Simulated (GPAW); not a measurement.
Computed F K edges (GPAW, LDA, full core hole (charged cell), supercells with 5.2 to 7.0 Å between holes, Gaussian full width 0.9 eV up to 4 eV, rising linearly to 3.5 eV at 25 eV) of these absorbers are given in random order:
A. ScF3 (R-3c): 2 Sc at 1.99 Å (bent, 149°, site symmetry 2)
B. ScF3 (Pm-3m): 2 Sc at 2.01 Å (linear, site symmetry 4/mmm)

Energy from 680.4 eV of photon energy (total-energy differences plus the lowest empty eigenvalue of the charged cell, less 9.9 eV, the free-atom term for the hole's spin); mean of 1 over the first 20 eV. In the free atom LDA prices this hole about 5 eV below PBE, which is itself good to a few eV.

```tsv
E (eV)	spectrum 1	spectrum 2
-2.0	0.00	0.00
-1.5	0.00	0.00
-1.0	0.00	0.00
-0.5	0.12	0.07
0.0	0.87	0.62
0.5	1.70	1.53
1.0	0.98	1.30
1.5	0.64	0.60
2.0	0.98	0.82
2.5	1.17	1.19
3.0	1.23	1.35
3.5	0.86	1.39
4.0	0.99	0.94
4.5	1.01	0.62
5.0	0.77	0.60
5.5	0.59	0.72
6.0	0.64	0.93
6.5	0.87	1.14
7.0	1.05	1.27
7.5	1.15	1.25
8.0	1.17	1.24
8.5	1.29	1.26
9.0	1.55	1.36
9.5	1.75	1.48
10.0	1.78	1.45
10.5	1.64	1.29
11.0	1.41	1.18
11.5	1.17	1.19
12.0	0.94	1.21
12.5	0.76	1.17
13.0	0.63	1.06
13.5	0.55	0.94
14.0	0.52	0.85
14.5	0.53	0.79
15.0	0.58	0.75
15.5	0.65	0.75
16.0	0.71	0.77
16.5	0.76	0.78
17.0	0.82	0.77
17.5	0.88	0.73
18.0	0.95	0.67
18.5	1.02	0.63
19.0	1.08	0.61
19.5	1.11	0.63
20.0	1.09	0.69
20.5	1.00	0.77
21.0	0.87	0.86
21.5	0.73	0.93
22.0	0.60	0.99
22.5	0.52	1.03
23.0	0.48	1.05
23.5	0.48	1.05
24.0	0.51	1.03
24.5	0.58	1.01
25.0	0.67	0.99
25.5	0.78	0.99
26.0	0.90	1.01
26.5	1.02	1.04
27.0	1.12	1.08
27.5	1.22	1.14
28.0	1.30	1.20
28.5	1.38	1.26
29.0	1.47	1.31
29.5	1.57	1.37
30.0	1.67	1.42
30.5	1.77	1.46
31.0	1.83	1.48
31.5	1.85	1.48
32.0	1.80	1.46
```

Which spectrum belongs to which crystal?

Spectrum 1 is B (rising edge 680.3 eV, maxima 0.5 eV (1.70) and 9.8 eV (1.79) above its zero). Spectrum 2 is A (rising edge 680.4 eV, maxima 0.5 eV (1.62) and 9.5 eV (1.49) above its zero). After the best relative shift (up to 4 eV allowed) the shapes differ by 29 % r.m.s. (of the curve's own r.m.s. level). Between 0 and 20 eV on the axis shown, they part most near 3.4 eV, where ScF3 (R-3c) is higher by 0.5. The rising edges coincide within 0.3 eV. The computed edges of the forms differ. How much of a difference is left by the finite cells wasn't tested for these crystals.

 Lifetime broadening is put in by hand, and intensities beyond about 20 eV depend on it. Meshes are coarse enough for small ripples in ScF3 (R-3c) and ScF3 (Pm-3m). Some cells keep the holes under 6.5 Å apart, so shapes are probably not fully converged. The structures are entries of the Crystallography Open Database, used as given.

[Logs are printed without paths, hosts, clocks, repeated set-up lines and the standing remarks that a program may print on its own settings, such as how far it seeks lower states.]

[Hosts, paths, dates, database ids (printed as entryN), source tags and the programs' standing remarks are cut or masked in the printed files.]
